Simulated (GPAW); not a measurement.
# Does bcc Fe15Si1 carry moments in GPAW?, part 2 of 2

Wanted: the moments of bcc Fe15Si1 and the energy gained by spin polarisation.

GPAW 26.7.0; PBE; plane waves with GPAW's PAW setups, scalar-relativistic.

So far. Step 2 (Start 1: ferro +++++++++++++++): After 35 cycles the largest moment stands at 2.44 μB.

## 3. Run 2 (no spin polarisation)

A run without seeds gives the energy of the state without moments.

nospin.py reads:

```python
import json
import numpy as np
from ase import Atoms
from ase.parallel import paropen, parprint
from gpaw import GPAW

atoms = Atoms(['Si', 'Fe', 'Fe', 'Fe', 'Fe', 'Fe', 'Fe', 'Fe', 'Fe', 'Fe', 'Fe', 'Fe', 'Fe', 'Fe', 'Fe', 'Fe'],
    cell=[[5.7175, 0.0, 0.0],
         [0.0, 5.7175, 0.0],
         [0.0, 0.0, 5.7175]],
    scaled_positions=[[0.0, 0.0, 0.0],
         [0.25, 0.25, 0.25],
         [0.0, 0.0, 0.5],
         [0.25, 0.25, 0.75],
         [0.0, 0.5, 0.0],
         [0.25, 0.75, 0.25],
         [0.0, 0.5, 0.5],
         [0.25, 0.75, 0.75],
         [0.5, 0.0, 0.0],
         [0.75, 0.25, 0.25],
         [0.5, 0.0, 0.5],
         [0.75, 0.25, 0.75],
         [0.5, 0.5, 0.0],
         [0.75, 0.75, 0.25],
         [0.5, 0.5, 0.5],
         [0.75, 0.75, 0.75]],
    pbc=True)
atoms.calc = GPAW(mode={'name': 'pw', 'ecut': 450},
    xc='PBE',
    kpts={'size': (7, 7, 7), 'gamma': True},
    occupations={'name': 'fermi-dirac', 'width': 0.05},
    convergence={'density': 1e-05, 'energy': 1e-05},
    maxiter=200,
    mixer={'name': 'pulay', 'beta': 0.04, 'nmaxold': 8, 'weight': 100},
    symmetry={'tolerance': 1e-4},
    txt='nospin.txt')
e = atoms.get_potential_energy(force_consistent=True)
res = {'free_energy': e, 'energy_sigma0': atoms.get_potential_energy(), 'fermi_energy': atoms.calc.get_fermi_level()}
parprint(f'free energy: {e:.6f} eV')
atoms.calc.write('nospin.gpw')
with paropen('results.json', 'w') as f:
    json.dump(res, f)
```

Started as:

```bash
$ OMP_NUM_THREADS=1 mpirun -n 4 gpaw python nospin.py > nospin.log
```

Numbers of over 12 decimals in the logs are rounded to 6 here.

What it wrote:

```text
free energy: -133.440799 eV

--- nospin.txt ---
Input parameters:
  mode=PW(ecut=450),
  convergence={'density': 1e-05, 'energy': 1e-05},
  kpts=MonkhorstPack(size=(7, 7, 7), gamma=True),
  maxiter=200,
  mixer=Pulay(name='pulay', nmaxold=8, beta=0.04, weight=100, sigma=0.015, g_ss=None),
  occupations=Occupations(name='fermi-dirac', width=0.05),
  symmetry=Symmetry(tolerance=0.0001),
  xc=XC(name='PBE')

Diagonalizing LCAO Hamiltonian
Converting LCAO to pw mode
     .-------------.
    /|             |
   / |             |
  /  | Fe     Fe   |
 *   |             |
 | FeFe   FeFe     |
 |   | Fe     Fe   |
 Fe  .--Fe---------.
 |  /Fe     Fe    /
 | Fe     Fe     /
 |/             /
 Si-----Fe-----*

Atoms  # Å, Bohr magnetons
|    | symbol |        x |        y |        z |    initial magnetic moments |
|----|--------|----------|----------|----------|-----------------------------|
|  0 |     Si | 0.000000 | 0.000000 | 0.000000 | ( 0.0000,  0.0000,  0.0000) |
|  1 |     Fe | 1.429375 | 1.429375 | 1.429375 | ( 0.0000,  0.0000,  0.0000) |
|  2 |     Fe | 0.000000 | 0.000000 | 2.858750 | ( 0.0000,  0.0000,  0.0000) |
|  3 |     Fe | 1.429375 | 1.429375 | 4.288125 | ( 0.0000,  0.0000,  0.0000) |
|  4 |     Fe | 0.000000 | 2.858750 | 0.000000 | ( 0.0000,  0.0000,  0.0000) |
|  5 |     Fe | 1.429375 | 4.288125 | 1.429375 | ( 0.0000,  0.0000,  0.0000) |
|  6 |     Fe | 0.000000 | 2.858750 | 2.858750 | ( 0.0000,  0.0000,  0.0000) |
|  7 |     Fe | 1.429375 | 4.288125 | 4.288125 | ( 0.0000,  0.0000,  0.0000) |
|  8 |     Fe | 2.858750 | 0.000000 | 0.000000 | ( 0.0000,  0.0000,  0.0000) |
|  9 |     Fe | 4.288125 | 1.429375 | 1.429375 | ( 0.0000,  0.0000,  0.0000) |
| 10 |     Fe | 2.858750 | 0.000000 | 2.858750 | ( 0.0000,  0.0000,  0.0000) |
| 11 |     Fe | 4.288125 | 1.429375 | 4.288125 | ( 0.0000,  0.0000,  0.0000) |
| 12 |     Fe | 2.858750 | 2.858750 | 0.000000 | ( 0.0000,  0.0000,  0.0000) |
| 13 |     Fe | 4.288125 | 4.288125 | 1.429375 | ( 0.0000,  0.0000,  0.0000) |
| 14 |     Fe | 2.858750 | 2.858750 | 2.858750 | ( 0.0000,  0.0000,  0.0000) |
| 15 |     Fe | 4.288125 | 4.288125 | 4.288125 | ( 0.0000,  0.0000,  0.0000) |

Unit cell  # Å
| periodic |        x |        y |        z |  lengths |    angles |
|----------|----------|----------|----------|----------|-----------|
|      yes | 5.717500 | 0.000000 | 0.000000 | 5.717500 | 90.000000 |
|      yes | 0.000000 | 5.717500 | 0.000000 | 5.717500 | 90.000000 |
|      yes | 0.000000 | 0.000000 | 5.717500 | 5.717500 | 90.000000 |

Number of symmetries: 48

BZ-sampling:
  Number of BZ points: 343
  Number of IBZ points: 20

  Monkhorst-Pack size: [7, 7, 7]
  Monkhorst-Pack shift: [0, 0, 0]

Plane wave coefficients: 4068
Cutoff: 450.000000 eV

Spin-components: 1 (collinear spins)
Bands:           79
Projectors:      95
Spin-degeneracy: 2
Datatype:        complex128

Parallelization:
  kpt:    4
  domain: 1
  band:   1

Density:
  Valence electrons: 124.0
  Components: 1
  Grid points: [28 28 28]
  Charge: 0.0  # |e|

Potential:
  Grid points: [28 28 28]

[... setups left out ...]
Reference energy: -527178.163249  # eV

eigensolver:
  PPCG
  Converge bands: occupied
  niter=2

density mixing:
  Pulay-Mixer
  Linear mixing parameters: 0.04
  Old densities: 8
  Fourier metric: weight=100, sigma=0.015

occupation numbers:
  Fermi-Dirac:
    width: 0.0500  # eV

poisson solver:
  ecut: 3600.000000  # eV

xc functional:
  name: PBE with 2 nearest neighbor stencil

convergence criteria:
- Maximum integral of absolute [dens]ity change: 1e-05 electrons / valence electron
- Maximum [total energy] change in last 3 cyles: 1e-05 eV / valence electron
- Maximum integral of absolute [eigenst]ate change: 4e-08 eV^2 / valence electron
maximum number of iterations: 200

SCF iterations
|iter     |      energy | eigst |  dens |
|---------|-------------|-------|-------|
|iter:   1|       0s | -133.831075 | +0.54 |       |
|iter:   2|       3s | -133.770866 | -1.05 | -1.27 |
|iter:   3|       6s | -133.632223 | -1.84 | -1.29 |
|iter:   4|       9s | -132.934326 | -1.52 | -1.33 |
|iter:   5|      12s | -132.781511 | -1.60 | -1.55 |
|iter:   6|      15s | -132.789799 | -2.67 | -1.79 |
|iter:   7|      18s | -132.784616 | -3.48 | -1.80 |
|iter:   8|      21s | -133.138487 | -1.44 | -1.79 |
|iter:   9|      24s | -133.194692 | -2.17 | -2.14 |
|iter:  10|      27s | -133.191942 | -2.25 | -1.98 |
|iter:  11|      30s | -133.173857 | -2.35 | -2.41 |
|iter:  12|      33s | -133.207857 | -2.21 | -2.45 |
|iter:  13|      36s | -133.189347 | -2.24 | -2.55 |
|iter:  14|      39s | -133.189439 | -3.62 | -2.91 |
|iter:  15|      42s | -133.190299c| -3.80 | -3.13 |
|iter:  16|      45s | -133.189634c| -4.48 | -3.05 |
|iter:  17|      48s | -133.189368c| -4.84 | -3.25 |
|iter:  18|      52s | -133.189240c| -4.96 | -3.59 |
|iter:  19|      55s | -133.189259c| -5.90 | -3.62 |
|iter:  20|      59s | -133.189309c| -5.71 | -3.68 |
|iter:  21|      64s | -133.189311c| -6.08 | -3.90 |
|iter:  22|      69s | -133.189306c| -6.71 | -4.18 |
|iter:  23|      74s | -133.189292c| -7.12 | -4.21 |
|iter:  24|      79s | -133.189293c| -7.12 | -4.34 |
|iter:  25|      84s | -133.189288c| -7.69c| -4.61 |
|iter:  26|      87s | -133.189292c| -7.86c| -4.74 |
|iter:  27|      90s | -133.189291c| -7.49c| -4.79 |
|iter:  28|      93s | -133.189292c| -7.76c| -4.88 |
|iter:  29|      96s | -133.189291c| -8.01c| -5.13c|

Converged in 29 steps
Energy contributions relative to reference atoms: (reference = -527178.163249)

Energy contributions:
  Kinetic:         -21.966736
  Coulomb:          15.974072
  Zero:              2.635771
  External:          0.000000
  Xc:             -129.580889
  Entropy:          -0.503016
  Spinorbit:         0.000000
  ----------------------------
  Free energy:    -133.440799
  Extrapolated:   -133.189291

dipole moment: (-54.502872, -54.502872, -54.502872)  # |e|*Ang

Fermi level: 9.955
Eigenvalues  # (at kpt = [0.000, 0.000, 0.000])
| band index |      eig [eV] | occ [0-2] |
|------------|---------------|-----------|
|          0 |        -0.011 |     2.000 |
|        ... |               |           |
|         52 |         9.591 |     1.999 |
|         53 |         9.594 |     1.999 |
|         54 |         9.798 |     1.918 |
|         55 |         9.817 |     1.882 |
|         56 |         9.817 |     1.882 |
|         57 |         9.817 |     1.882 |
|         58 |         9.897 |     1.525 |
|         59 |         9.897 |     1.525 |
|         60 |        10.021 |     0.422 |
|         61 |        10.021 |     0.422 |
|         62 |        10.104 |     0.097 |
|         63 |        10.104 |     0.097 |
|         64 |        10.116 |     0.078 |
|         65 |        10.116 |     0.078 |
|         66 |        10.116 |     0.078 |
|         67 |        10.117 |     0.075 |
|        ... |               |           |
|         78 |        10.721 |     0.000 |

No gap
No difference between direct/indirect transitions
```

Elapsed: 1.8 min, on 4 MPI ranks of Intel Xeon at 2.70GHz, shared host; peak memory 1.1 GiB.

This step gave:

| Quantity | Value |
| --- | --- |
| final state | non-magnetic (no spin polarisation) |

It lies 526 meV a seeded atom over the first start.

## 4. The states side by side

These are free energies at a smearing of 0.05 eV, so its entropy term is in the differences. They are divided by the number of seeded atoms, so that cells of unlike size compare.

Orders:

```
                start    final state  typed order kept  energy over the lowest (meV a seeded atom)  largest site moment (μB)  net moment (μB a primitive cell)  mesh matched  CPU time (s)
ferro +++++++++++++++  ferromagnetic               yes                                           0                     2.441                              33.1           yes         996.5
 no spin polarisation   non-magnetic                 -                                       525.9                         0                                 0           yes         424.9
```

## 5. What came out

- lower run: with moments
- largest site moment: 2.44 μB
- energy gained by spin polarisation: 526 meV a seeded atom

**Reading.** The crystal holds moments, up to 2.44 μB, and gains 526 meV a seeded atom by them. No antiferromagnetic order was tried, so the session says nothing on how the moments order.

[Logs and program files are shortened in this print: banners, set-up blocks, solver, clock and traceback lines can be left out without a mark of their own.]

[Logs are printed without paths, hosts, clocks, repeated set-up lines and the standing remarks that a program may print on its own settings, such as how far it seeks lower states.]

[Hosts, paths, dates, database ids (printed as entryN), source tags and the programs' standing remarks are cut or masked in the printed files.]

[Where a cell is said to come from a database of computed structures, the database is the Materials Project.]
